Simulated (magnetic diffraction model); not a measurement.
## Solving a magnetic structure from powder neutron data: Ca2TbPS6

Space group Fm-3m (no. 225), a = 9.4600 Å.

```
site  atom    x    y       z
  4b    Tb  1/2    0       0
  8c    Ca  1/4  1/4     3/4
 24e     S    0    0  0.7628
  4a     P    0    0       0
```

This is a made-up structure (elements placed in a structure type, unrelaxed), so the numbers test the method and describe no known phase.

Only Tb is taken to order (form factors of Tb3+); orders and moment sizes are assumed, and not adapted to the symmetry. Radiation: neutrons of λ = 2.52 Å, 3° to 100°; isotropic B of 0.15 Å² (Tb), 0.18 Å² (Ca), 0.21 Å² (S) and 0.27 Å² (P). Simulated constant-wavelength pattern: nuclear and magnetic terms add, the magnetic one as |2.695 fm × Σ f S⊥ exp(2πi Q·r) exp(−B s²)|², summed over all Q at one angle with the factor 1/(sin²θ cos θ). For collinear order S is the moment m, which repeats by lattice and centring translations R with the sign exp(−2πi k·R). Free-ion form factors, Sears's scattering lengths of 1992, no absorption; a label names one of the reflections at its angle. The strongest nuclear line in the range is 100, and lines under 0.2 are left out.

Above the ordering temperature:

| 2θ (°) | index | I |
| --- | --- | --- |
| 26.68 | (1 1 1) | 0.3 |
| 30.90 | (2 0 0) | 15.0 |
| 44.26 | (2 2 0) | 53.0 |
| 52.43 | (3 1 1) | 2.2 |
| 54.95 | (2 2 2) | 17.3 |
| 64.39 | (4 0 0) | 80.3 |
| 70.98 | (3 3 1) | 3.9 |
| 73.12 | (4 2 0) | 13.2 |
| 81.46 | (4 2 2) | 41.0 |
| 87.59 | (5 1 1) | 2.1 |
| 97.78 | (4 4 0) | 100.0 |

Below it (cell unchanged):

```
2θ (°)      I
 26.68   61.5
 30.90   48.8
 44.26   84.3
 52.43   45.4
 54.95   30.3
 64.39   87.2
 70.98   26.1
 73.12   34.0
 81.46   57.5
 87.59   21.2
 97.78  105.9
```

**Question.** Find the propagation vector, then choose among these models:
A. collinear moments along [010], 6.4 μB on Tb
B. collinear moments along [110], 6.4 μB on Tb
C. collinear moments along [100], 6.4 μB on Tb

No line moves, and magnetic intensity falls on nuclear lines such as the one at 26.68°, so the magnetic cell equals the chemical primitive cell: k = 0.

Magnetic intensity, observed (below minus above) and for each model:

| 2θ (°) | index | observed | A | B | C |
| --- | --- | --- | --- | --- | --- |
| 44.26 | (2 2 0) | 31.3 | 31.3 | 31.3 | 31.3 |
| 52.43 | (3 1 1) | 43.2 | 43.2 | 43.2 | 43.2 |
| 54.95 | (2 2 2) | 13.0 | 13.0 | 13.0 | 13.0 |
| 64.39 | (4 0 0) | 6.9 | 6.9 | 6.9 | 6.9 |
| 70.98 | (3 3 1) | 22.2 | 22.2 | 22.2 | 22.2 |
| 73.12 | (4 2 0) | 20.8 | 20.8 | 20.8 | 20.8 |
| 81.46 | (4 2 2) | 16.6 | 16.6 | 16.6 | 16.6 |
| 97.78 | (4 4 0) | 5.9 | 5.9 | 5.9 | 5.9 |

Models A, B and C match alike on every line, so these data can't choose among them (such ties are often domains of one structure): a powder sees only the angle between collinear moments and the unique axis of a uniaxial spin configuration, and no direction at all where the configuration is cubic.

The structure used: k = (0 0 0), collinear moments along [010], 6.4 μB on Tb.

[Logs are printed without paths, hosts, clocks, repeated set-up lines and the standing remarks that a program may print on its own settings, such as how far it seeks lower states.]
